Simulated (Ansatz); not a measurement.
# A hypothetical structure for Zn2Si3Ni

This structure for Zn2Si3Ni is made up. Its elements were placed in a known structure type with a cell scaled to their sizes. What cell does the guess relax to, and how far off was it?

Method: DFT, PBE, plane-wave PAW, files of the set soft_1, scalar-relativistic, ferromagnetic start, cell and ions relaxed at zero pressure; PAW set soft_1, in the first sound run; inputs show where later runs differ, in Ansatz 0.2.0.

### Step 1. The structure

The structure is hexagonal, space group P-6m2 (No. 187). Conventional cell: a = 3.419 Å, b = 3.419 Å, c = 7.574 Å, α = 90.00°, β = 90.00°, γ = 120.00°. Zn has 9 Si at 2.65 to 2.82 Å and 3 Ni at 2.65 Å nearest. Nearest to Ni lie 3 Si at 1.97 Å and 6 Zn at 2.65 Å. Si has 3 Si at 1.97 Å and 6 Zn at 2.82 Å nearest. Nearest to Si lie 3 Ni at 1.97 Å and 6 Zn at 2.65 Å. Nearest to Si lie 3 Si at 1.97 Å and 6 Zn at 2.82 Å. Farther neighbours are not listed.

### Step 2. Relaxing cell and atoms

The guess takes its coordinates from another compound and its volume from a rule, so the cell and any free coordinates are relaxed together.

input.yaml

```yaml
crystal:
  lattice:
    - [3.419, 0.0, 0.0]
    - [-1.7095, 2.960940856, 0.0]
    - [0.0, 0.0, 7.574]
  atoms:
    - { symbol: Zn, position: [0.333333333, 0.666666667, 0.7668] }
    - { symbol: Zn, position: [0.333333333, 0.666666667, 0.2332] }
    - { symbol: Ni, position: [0.666666667, 0.333333333, 0.0], spin: 1.0 }
    - { symbol: Si, position: [0.0, 0.0, 0.5] }
    - { symbol: Si, position: [0.0, 0.0, 0.0] }
    - { symbol: Si, position: [0.666666667, 0.333333333, 0.5] }
magnetization:
  spin_polarized: true
kpoints:
  mp_grid: { grid: [9, 9, 4] }
scf:
  occupations: { method: fermi_dirac, width: 0.05 }
hamiltonian:
  xc: pbe
  pseudopotentials: { kind: paw, azcp: { folder: soft_1 } }
relax:
  f_tol: 0.015
  max_steps: 70
  cell: {}
output:
  forces: true
  stress: true
```

The run is started by

```bash
$ ansatz run input.yaml --threads 4 --pin off --max-ram 10240MiB --backend cpu --events-out ev --progress --plain --runs-dir out
```

Numbers of over 12 decimals in the logs are rounded to 6 here.

What it wrote:

```text
Engine: ansatz 0.2.0, x86_64-unknown-linux-gnu
Pseudopotentials: kind: paw
Pseudopotential: Zn, paw, valence charge 12, recommended cutoff 420 eV (normal), soft_1/Zn.paw.azcp
Pseudopotential: Ni, paw, valence charge 18, recommended cutoff 420 eV (normal), soft_1/Ni.paw.azcp
Pseudopotential: Si, paw, valence charge 4, recommended cutoff 420 eV (normal), soft_1/Si.paw.azcp
Functional definition: PBE
  parameter kappa = 0.804
  parameter beta = 0.066725
  exchange = pbe_x(kappa = kappa, mu = beta*pi^2/3)
  correlation = pbe_c(beta = beta)
Crystal: 6 atoms, lattice volume = 76.675 Å³
Basis set: ecut = 420 eV, 1477 PW (Γ), exchange–correlation on 48×48×108 points (8 copies of the dense FFT grid, shifted against one another)
Bands: 34, of which v1, the nominal top of the filled ones, is band 27 counted from 1 (26 counted from 0)
Symmetry: 12 space group operations
Space group: P-6m2 (ITA 187), of the structure as read, at distance tolerance 4.2e-5 Å
Magnetic group: BNS 187.209 (UNI 1439), of the structure as read, at distance tolerance 4.2e-5 Å
k-points: 36 of 324 (time reversal used)
Non-local potential: Zn, projectors of the file, l = 0: 2, l = 1: 2, l = 2: 3, l = 3: 1
Non-local potential: Ni, projectors of the file, l = 0: 3, l = 1: 2, l = 2: 3, l = 3: 1
Non-local potential: Si, projectors of the file, l = 0: 2, l = 1: 2, l = 2: 1
PAW form: soft (Blöchl's): semilocal exchange-correlation on the pseudo side does not see the compensation charge
PAW one-centre angular grid: Zn, 590 points (default); XC on 64 Gauss nodes
PAW one-centre angular grid: Ni, 590 points (default); XC on 64 Gauss nodes
PAW one-centre angular grid: Si, 110 points (default); XC on 64 Gauss nodes
Initial density: superposition of atomic densities (chi_scale 0.1, normalization cell)
Starting moments: Σ|m| = 1 μB on 1 of 6 sites
Initial wavefunctions: pseudopotential atomic-orbital guess
Functional: x = pbe(κ = 0.804, μ = 0.219515), c = pbe(β = 0.066725)
SCF iter   1: F=—  HF=-14378.876854 eV  |F-HF|=—  |Δ(HF+E_count)|=         —  Δρ=5.24e-2 (↑5.24e-2 ↓5.04e-2)  dr2=8.69e0  dr2_m=4.28e-1  M=0.464 μB ∫|m|=0.578 μB  β_m=0.30  ethr=3.10e-3  ⟨swp⟩=7.8  Hψ=12539  notcnv=0
Mixer restart at iter 1: flushing history
preconditioner: auto → Kerker (q_TF=auto, 2.573 Å⁻¹)  [metal: Δε(μ)=0.015 eV  Ē_g=8.346 eV  σ=0.050 eV  W_gap=0.08  n_scr=24 (ndim 8)  ℏωp=28.8 eV  f_vac=0.000  D(μ)=3.03/eV (n_scr^D=24)]
spin=Collinear: Kerker preconditioning applied to the charge; magnetization (m = ρ↑ − ρ↓) channel mixes plain (no charge-response kernel on spin).
SCF iter   2: F=—  HF=-14378.465542 eV  |F-HF|=—  |Δ(HF+E_count)|=   4.11e-1  Δρ=4.32e-2 (↑2.90e-2 ↓4.32e-2)  dr2=4.88e0  dr2_m=4.05e-1  M=0.384 μB ∫|m|=0.443 μB  β_m=0.51  ethr=3.10e-3  ⟨swp⟩=2.5  Hψ=4737  notcnv=0  defer=89
SCF iter   3: F=—  HF=-14379.576798 eV  |F-HF|=—  |Δ(HF+E_count)|=    1.11e0  Δρ=2.71e-2 (↑2.71e-2 ↓1.98e-2)  dr2=1.49e0  dr2_m=2.07e-1  M=0.235 μB ∫|m|=0.267 μB  β_m=0.61  ethr=3.10e-3  ⟨swp⟩=3.9  Hψ=5669  notcnv=0  defer=87
SCF iter   4: F=—  HF=-14379.513818 eV  |F-HF|=—  |Δ(HF+E_count)|=   6.30e-2  Δρ=2.31e-2 (↑1.11e-2 ↓2.31e-2)  dr2=8.47e-1  dr2_m=2.68e-2  M=0.065 μB ∫|m|=0.077 μB  β_m=0.56  ethr=2.76e-3  ⟨swp⟩=3.2  Hψ=4725  notcnv=0  defer=91
SCF iter   5: F=—  HF=-14379.275124 eV  |F-HF|=—  |Δ(HF+E_count)|=   2.39e-1  Δρ=1.66e-2 (↑1.66e-2 ↓1.35e-2)  dr2=3.83e-1  dr2_m=2.62e-3  M=0.012 μB ∫|m|=0.024 μB  β_m=0.50  ethr=1.57e-3  ⟨swp⟩=3.3  Hψ=4533  notcnv=0  defer=98
SCF iter   6: F=—  HF=-14379.366867 eV  |F-HF|=—  |Δ(HF+E_count)|=   9.17e-2  Δρ=1.16e-2 (↑1.16e-2 ↓8.68e-3)  dr2=1.90e-1  dr2_m=1.88e-3  M=0.017 μB ∫|m|=0.024 μB  β_m=0.75  ethr=7.10e-4  ⟨swp⟩=2.0  Hψ=3452  notcnv=0  defer=97
SCF iter   7: F=—  HF=-14379.396363 eV  |F-HF|=—  |Δ(HF+E_count)|=         —  Δρ=1.80e-3 (↑1.80e-3 ↓1.29e-3)  dr2=8.80e-3  dr2_m=6.55e-5  M=0.005 μB ∫|m|=0.007 μB  β_m=0.75  ethr=3.51e-4  ⟨swp⟩=2.2  Hψ=3474  notcnv=0  defer=97
Mixer restart at iter 7: flushing history
SCF iter   8: F=—  HF=-14379.400578 eV  |F-HF|=—  |Δ(HF+E_count)|=   4.21e-3  Δρ=4.06e-3 (↑3.80e-3 ↓4.06e-3)  dr2=2.67e-2  dr2_m=1.49e-5  M=0.003 μB ∫|m|=0.003 μB  β_m=0.75  ethr=1.63e-5  ⟨swp⟩=2.0  Hψ=5367  notcnv=0  defer=97
SCF iter   9: F=—  HF=-14379.396152 eV  |F-HF|=—  |Δ(HF+E_count)|=   4.43e-3  Δρ=7.69e-4 (↑5.98e-4 ↓7.69e-4)  dr2=7.63e-4  dr2_m=7.70e-6  M=0.002 μB ∫|m|=0.002 μB  β_m=0.88  ethr=1.63e-5  ⟨swp⟩=2.0  Hψ=4790  notcnv=0  defer=97
SCF iter  10: F=—  HF=-14379.396203 eV  |F-HF|=—  |Δ(HF+E_count)|=   5.04e-5  Δρ=4.91e-4 (↑4.64e-4 ↓4.91e-4)  dr2=4.21e-4  dr2_m=2.14e-7  M=0.000 μB ∫|m|=0.001 μB  β_m=0.68  ethr=1.41e-6  ⟨swp⟩=2.0  Hψ=3261  notcnv=0  defer=97
SCF iter  11: F=—  HF=-14379.396093 eV  |F-HF|=—  |Δ(HF+E_count)|=   1.09e-4  Δρ=9.12e-5 (↑7.68e-5 ↓9.12e-5)  dr2=2.23e-5  dr2_m=9.35e-8  M=0.000 μB ∫|m|=0.000 μB  β_m=0.62  ethr=7.80e-7  ⟨swp⟩=2.0  Hψ=3813  notcnv=0  defer=97
SCF iter  12: F=—  HF=-14379.396094 eV  |F-HF|=—  |Δ(HF+E_count)|=   3.49e-7  Δρ=6.96e-5 (↑6.96e-5 ↓5.14e-5)  dr2=9.35e-6  dr2_m=7.94e-8  M=0.000 μB ∫|m|=0.000 μB  β_m=0.81  ethr=4.12e-8  ⟨swp⟩=2.0  Hψ=3888  notcnv=0  defer=97
SCF iter  13: F=—  HF=-14379.396094 eV  |F-HF|=—  |Δ(HF+E_count)|=   7.74e-7  Δρ=7.58e-6 (↑7.58e-6 ↓7.27e-6)  dr2=2.88e-7  dr2_m=4.00e-9  M=0.000 μB ∫|m|=0.000 μB  β_m=0.76  ethr=1.73e-8  ⟨swp⟩=2.0  Hψ=2940  notcnv=0  defer=97
SCF iter  14: F=—  HF=-14379.396094 eV  |F-HF|=—  |Δ(HF+E_count)|=   5.54e-8  Δρ=1.14e-5 (↑1.14e-5 ↓1.14e-5)  dr2=3.22e-7  dr2_m=2.37e-11  M=0.000 μB ∫|m|=0.000 μB  β_m=0.76  ethr=5.33e-10  ⟨swp⟩=2.6  Hψ=4197  notcnv=0  defer=97
SCF iter  15: F=—  HF=-14379.396094 eV  |F-HF|=—  |Δ(HF+E_count)|=   2.41e-8  Δρ=2.38e-6 (↑2.38e-6 ↓2.26e-6)  dr2=1.41e-8  dr2_m=4.86e-12  M=0.000 μB ∫|m|=0.000 μB  β_m=0.79  ethr=5.33e-10  ⟨swp⟩=2.0  Hψ=2906  notcnv=0  defer=97
SCF iter  16: F=-14379.396094 eV  HF=-14379.396094 eV  |F-HF|=8.17e-10  |Δ(HF+E_count)|=   1.41e-9  Δρ=7.80e-7 (↑7.80e-7 ↓6.42e-7)  dr2=1.25e-9  dr2_m=8.97e-12  M=-0.000 μB ∫|m|=0.000 μB  ethr=2.61e-11  ⟨swp⟩=2.0  Hψ=7308  notcnv=0
WARN: the starting moments were not kept: the SCF closed with an absolute magnetisation of 4.0e-6 μB, where they sum to 1 μB in size (1 site). That is at most 0.1 of that sum. Measured as dr2_m measures the in/out step, that magnetisation stands 5.5e-12 eV from none, at or under the dr2_threshold of 1.0e-7 eV: it is no larger than a step whose dr2_m would equal this threshold. The system may hold no moment; this SCF  [...]
SCF 1 converged in 16 iterations: F = -14379.396094 eV  dr2 = 1.25e-9
[...]
relax step  17: F+E_penalty+E_count = -14383.97676753 eV  Δ(F+E_penalty+E_count) = -1.716e-4 eV  max|allowed force component| = 1.383e-2 eV/Å  Δτ_max = 0.0060 Å  P = -0.021 GPa  Ω = 88.188 Å³  energy of the carried Pulay correction = +9.868e-4 eV  (8 SCF iters, dr2 threshold 7.69e-8 eV, accepted)
relax step  18: F+E_penalty+E_count = -14383.97682235 eV  Δ(F+E_penalty+E_count) = -5.482e-5 eV  max|allowed force component| = 8.552e-4 eV/Å  Δτ_max = 0.0037 Å  P = -0.011 GPa  Ω = 88.254 Å³  energy of the carried Pulay correction = +9.643e-4 eV  (8 SCF iters, dr2 threshold 8.96e-9 eV, accepted)
Basis set: ecut = 420 eV, 1725 PW (Γ), exchange–correlation on 60×60×90 points (8 copies of the dense FFT grid, shifted against one another)
iter 1 solved again at ethr=2.28e-7 eV; its pass at ethr=3.10e-3 eV (dr2=1.23e-4 eV) is discarded
SCF iter   1: F=—  HF=-14383.974608 eV  |F-HF|=—  |Δ(HF+E_count)|=         —  Δρ=3.37e-4 (↑3.37e-4 ↓3.37e-4)  dr2=4.03e-5  dr2_m=1.55e-12  M=-0.000 μB ∫|m|=0.000 μB  β_m=0.65  ethr=2.28e-7  ⟨swp⟩=3.0  Hψ=18426  notcnv=0
preconditioner: auto → Kerker (q_TF=auto, 2.364 Å⁻¹)  [metal: Δε(μ)=0.019 eV  Ē_g=8.422 eV  σ=0.050 eV  W_gap=0.09  n_scr=22 (ndim 8)  ℏωp=26.8 eV  f_vac=0.000  D(μ)=2.75/eV (n_scr^D=22)]
spin=Collinear: Kerker preconditioning applied to the charge; magnetization (m = ρ↑ − ρ↓) channel mixes plain (no charge-response kernel on spin).
SCF iter   2: F=—  HF=-14383.975402 eV  |F-HF|=—  |Δ(HF+E_count)|=   7.94e-4  Δρ=1.37e-4 (↑1.37e-4 ↓1.37e-4)  dr2=1.09e-5  dr2_m=2.46e-13  M=-0.000 μB ∫|m|=0.000 μB  β_m=0.55  ethr=7.47e-8  ⟨swp⟩=2.0  Hψ=3896  notcnv=0
SCF iter   3: F=—  HF=-14383.975496 eV  |F-HF|=—  |Δ(HF+E_count)|=   9.42e-5  Δρ=6.31e-5 (↑6.31e-5 ↓6.31e-5)  dr2=2.81e-6  dr2_m=7.19e-14  M=0.000 μB ∫|m|=0.000 μB  β_m=0.54  ethr=2.01e-8  ⟨swp⟩=2.0  Hψ=4386  notcnv=0
SCF iter   4: F=—  HF=-14383.975520 eV  |F-HF|=—  |Δ(HF+E_count)|=   2.34e-5  Δρ=2.34e-5 (↑2.34e-5 ↓2.34e-5)  dr2=1.28e-6  dr2_m=5.45e-15  M=-0.000 μB ∫|m|=0.000 μB  β_m=0.66  ethr=5.21e-9  ⟨swp⟩=2.0  Hψ=3900  notcnv=0
SCF iter   5: F=—  HF=-14383.975521 eV  |F-HF|=—  |Δ(HF+E_count)|=   1.36e-6  Δρ=2.00e-5 (↑2.00e-5 ↓2.00e-5)  dr2=1.21e-6  dr2_m=3.70e-14  M=0.000 μB ∫|m|=0.000 μB  β_m=0.83  ethr=2.38e-9  ⟨swp⟩=3.0  Hψ=4358  notcnv=0
SCF iter   6: F=—  HF=-14383.975522 eV  |F-HF|=—  |Δ(HF+E_count)|=   1.30e-6  Δρ=1.79e-5 (↑1.79e-5 ↓1.79e-5)  dr2=1.04e-6  dr2_m=9.93e-15  M=0.000 μB ∫|m|=0.000 μB  β_m=0.87  ethr=2.23e-9  ⟨swp⟩=2.4  Hψ=3434  notcnv=0
SCF iter   7: F=—  HF=-14383.975523 eV  |F-HF|=—  |Δ(HF+E_count)|=   4.61e-7  Δρ=5.87e-6 (↑5.85e-6 ↓5.87e-6)  dr2=1.41e-7  dr2_m=1.59e-13  M=-0.000 μB ∫|m|=0.000 μB  β_m=0.91  ethr=1.93e-9  ⟨swp⟩=2.0  Hψ=3109  notcnv=0
SCF iter   8: F=—  HF=-14383.975523 eV  |F-HF|=—  |Δ(HF+E_count)|=   6.51e-8  Δρ=7.06e-7 (↑7.06e-7 ↓6.96e-7)  dr2=1.18e-9  dr2_m=5.06e-14  M=-0.000 μB ∫|m|=0.000 μB  β_m=0.96  ethr=2.61e-10  ⟨swp⟩=2.2  Hψ=4114  notcnv=0
SCF iter   9: F=—  HF=-14383.975522 eV  |F-HF|=—  |Δ(HF+E_count)|=   9.20e-7  Δρ=2.09e-7 (↑2.08e-7 ↓2.09e-7)  dr2=1.61e-10  dr2_m=1.47e-15  M=-0.000 μB ∫|m|=0.000 μB  β_m=0.98  ethr=2.18e-12  ⟨swp⟩=2.0  Hψ=4121  notcnv=0
SCF iter  10: F=—  HF=-14383.975522 eV  |F-HF|=—  |Δ(HF+E_count)|=  1.26e-10  Δρ=5.48e-8 (↑5.48e-8 ↓5.46e-8)  dr2=7.99e-12  dr2_m=2.05e-17  M=-0.000 μB ∫|m|=0.000 μB  β_m=0.99  ethr=1.00e-12  ⟨swp⟩=2.0  Hψ=3727  notcnv=0
SCF iter  11: F=-14383.975522 eV  HF=-14383.975522 eV  |F-HF|=9.09e-12  |Δ(HF+E_count)|=  7.28e-12  Δρ=3.25e-8 (↑3.25e-8 ↓3.24e-8)  dr2=3.57e-12  dr2_m=3.78e-18  M=-0.000 μB ∫|m|=0.000 μB  ethr=1.00e-12  ⟨swp⟩=2.3  Hψ=7154  notcnv=0
the starting moments were not kept: the SCF closed with an absolute magnetisation of 2.3e-9 μB, where they sum to 1 μB in size (1 site). That is at most 0.1 of that sum. Measured as dr2_m measures the in/out step, that magnetisation stands 3.1e-18 eV from none, at or under the dr2_threshold of 6.0e-11 eV: it is no larger than a step whose dr2_m would equal this threshold.
SCF 19 converged in 11 iterations: F = -14383.975522 eV  dr2 = 3.57e-12
relax step  19: F+E_penalty+E_count = -14383.97552207 eV  Δ(F+E_penalty+E_count) = +1.300e-3 eV  max|allowed force component| = 1.487e-3 eV/Å  Δτ_max = 0.0000 Å  P = -0.004 GPa  Ω = 88.254 Å³  stress off target by 7.87e-3 GPa  SCF on the basis re-selected at this cell (its energy is not comparable with the rows above)  (11 SCF iters)
basis re-selected at this cell: Δ(F+E_penalty+E_count) = +1.300e-3 eV, ΔP = +0.008 GPa vs the last step (what re-selecting the basis moved, of the pressure what is left beyond the Pulay correction that the steps carried, after the strain that the cell walked since its last selection, with what the two solves' SCF thresholds leave and, on support functions, any second-order correction that the steps lacked; it is no measure of the basis error at this ecutwfc). The dense FFT grid was sized anew with the basis: this SCF ran on 30×30×45 points, the steps before it on 27×27×45, so part of this shift can come from that change (see relax.cell in the input reference). [rest of the remark cut]
SCF converged after 11 iterations
Magnetization: -0.0000 μB (27.0000 up, 27.0000 down)
Absolute magnetization: 0.0000 μB (∫|ρ↑−ρ↓|, with the PAW one-centre terms)
Spin contamination: 0.0000 ħ² per cell (⟨S²⟩ above its minimum at these occupations)
Per-site moments (μB) at R_I (Å): [(-5.890018994183642e-11, 1.097878), (-5.890056386979734e-11, 1.097878), (-9.068546079094439e-10, 0.973500), (-5.321098183522005e-11, 0.973500), (8.72640171988254e-11, 0.973500), (1.0456335315612948e-10, 0.973500)]
Free energy (F): -14383.975522 eV
Harris-Foulkes:  -14383.975522 eV  (|F-HF|=9.09e-12)
Internal energy: -14383.953881 eV  (E = F + TS)
E sigma→0 (E₀):  -14383.964701 eV
Entropy (-TS):   -0.021641 eV (-3.607 meV/atom)
Fermi energy:    10.990306 eV
--- Per-component energies (eV) ---
  E_band       = -246.021056
  E_kinetic    = 758.182120
  E_local      = -8755.063876  (includes V_loc(G=0)·N_el)
  E_nonlocal   = 1586.740276
  E_hartree    = 3999.691013
  E_xc         = -440.502993
  E_vxc        = -392.803178  (∫ρ·V_xc dr)
  E_paw        = -6985.255584  (= ΣΔE_a)
  E_vpaw       = -1442.458789  (= ΣTr[D̂ρ^β])
  E_aug_tail   = 0.000539  (compensation charges beyond the density's cutoff)
  E_ewald      = -4547.745376
  E_smearing   = -0.021641  (= −TS)
  E_closure    = 0.000000  (closes the sum)
  Σ components = -14383.975522   (vs F -14383.975522, Δ=0.00e0)
--- Forces (eV/Å), atoms counted from 1 ---
  atom   1  Zn     0.00000000     0.00000000    -0.00148701
  atom   2  Zn    -0.00000000     0.00000000     0.00148701
  atom   3  Ni     0.00000000     0.00000000     0.00000000
  atom   4  Si     0.00000000    -0.00000000     0.00000000
  atom   5  Si    -0.00000000    -0.00000000     0.00000000
  atom   6  Si     0.00000000     0.00000000     0.00000000
  max |Σ_I F_I| component: 1.43e-16 eV/Å
--- Stress (GPa, compression-positive) ---
       -0.007869       0.000000       0.000000
       -0.000000      -0.007869       0.000000
        0.000000       0.000000       0.005140
  P = ⅓ Tr σ = -0.0035 GPa (-0.035 kbar)
--- Relaxed structure (17 steps of the walk, 16 accepted, 2 SCFs on fresh bases) ---
  F+E_penalty+E_count = -14383.97552207 eV   max|allowed force component| = 1.487e-3 eV/Å   (the final SCF, on the basis selected at the relaxed cell)
  cell:  # Å, volume = 88.2539 Å³
    - [4.087641, 0, 0.0]
    - [-2.043821, 3.540001, 0.0]
    - [0.0, 0.0, 6.098985]
  atoms:
    - { symbol: Zn, position: [0.333333, 0.666667, 0.781806] }
    - { symbol: Zn, position: [0.333333, 0.666667, 0.218194] }
    - { symbol: Ni, position: [0.666667, 0.333333, 1.6223428335757038e-19] }
    - { symbol: Si, position: [0, 0, 0.500000] }
    - { symbol: Si, position: [0, 0, 1.6223428335757038e-19] }
    - { symbol: Si, position: [0.666667, 0.333333, 0.500000] }
```

Elapsed: 1.7 min, on 4 threads of AMD EPYC 7B13 (Zen 3), shared host; peak memory 0.56 GiB; 6.4 min of CPU time.

Step by step:

```csv
step,energy less that of the first step (eV),largest force component (eV/Å),pressure (GPa),volume (Å³)
1,0.0000,0.5353,51.96,76.68
2,-2.6660,0.6550,25.67,84.27
3,-4.0168,0.4701,8.99,91.32
4,-4.3421,0.4855,-1.55,95.35
5,-4.4101,0.2265,-0.37,93.86
6,-4.4332,0.0968,0.67,91.85
7,-4.4383,0.0348,0.44,91.34
8,-4.4358,0.0020,0.40,88.63
9,-4.4394,0.0128,-0.26,90.39
10,-4.4407,0.0039,-0.01,90.73
11,-4.4406,0.0021,0.00,91.06
12,-4.4408,0.0009,0.00,90.90
13*,-4.5199,0.0070,1.48,90.90
14,-4.5607,0.0069,0.08,89.63
15,-4.5765,0.0930,0.63,87.32
16,-4.5805,0.0040,-0.01,88.38
17,-4.5807,0.0138,-0.02,88.19
18,-4.5807,0.0009,-0.01,88.25
19*,-4.5794,0.0015,0.00,88.25
```

Relaxation steps marked * repeat the geometry before them on a plane-wave basis chosen anew for their cell, so energy and pressure can jump there. Relaxation step 8 was tried and not accepted.

The run keeps the 12 symmetry operations that it works with, so distortions that break them were not tested.

```csv
cell as run,before,after,change
a (Å),3.419,4.088,+19.6 %
b (Å),3.419,4.088,+19.6 %
c (Å),7.574,6.099,-19.5 %
volume (Å³/atom),12.78,14.71,+15.1 %
```

The atoms that moved most (Å, as changes of fractional coordinates times the final cell):

```csv
atom,dx,dy,dz,length
Zn2,0.000,0.000,-0.092,0.092
Zn1,0.000,0.000,0.092,0.092
```

The relaxed structure:

```cif
data_structure
_symmetry_space_group_name_H-M 'P 1'
_symmetry_Int_Tables_number 1
_cell_length_a 4.0876
_cell_length_b 4.0876
_cell_length_c 6.0990
_cell_angle_alpha 90.000
_cell_angle_beta 90.000
_cell_angle_gamma 120.000
_cell_volume 88.25
loop_
_atom_site_label
_atom_site_type_symbol
_atom_site_fract_x
_atom_site_fract_y
_atom_site_fract_z
_atom_site_occupancy
Zn1 Zn 0.33333 0.66667 0.78181 1
Zn2 Zn 0.33333 0.66667 0.21819 1
Ni3 Ni 0.66667 0.33333 0.00000 1
Si4 Si 0.00000 0.00000 0.50000 1
Si5 Si 0.00000 0.00000 0.00000 1
Si6 Si 0.66667 0.33333 0.50000 1
```

Numbers from this step:

```yaml
free_energy: -14383.9755 eV
energy_at_zero_smearing: -14383.9647 eV
smearing_term_ts: 0.02164 eV
fermi_energy: 10.99 eV
electrons: 54
symmetry_operations: 12
pressure: -0.003533 GPa
```

Shortest distances by pair of elements, guess and relaxed (not always the same contact):

```csv
pair,guess (Å),relaxed (Å)
Ni–Si,1.974,2.360
Si–Si,1.974,2.360
Zn–Zn,3.419,2.662
Si–Zn,2.649,2.709
Ni–Zn,2.649,2.709
```

The relaxation ends with a largest force component of 0.0015 eV/Å and a pressure of 0.00 GPa. No moment survives the cycle: this start ends non-magnetic.

(Continued in part 2 of 2.)

[Logs are printed without paths, hosts, clocks, repeated set-up lines and the standing remarks that a program may print on its own settings, such as how far it seeks lower states.]

[Hosts, paths, dates, database ids (printed as entryN), source tags and the programs' standing remarks are cut or masked in the printed files.]
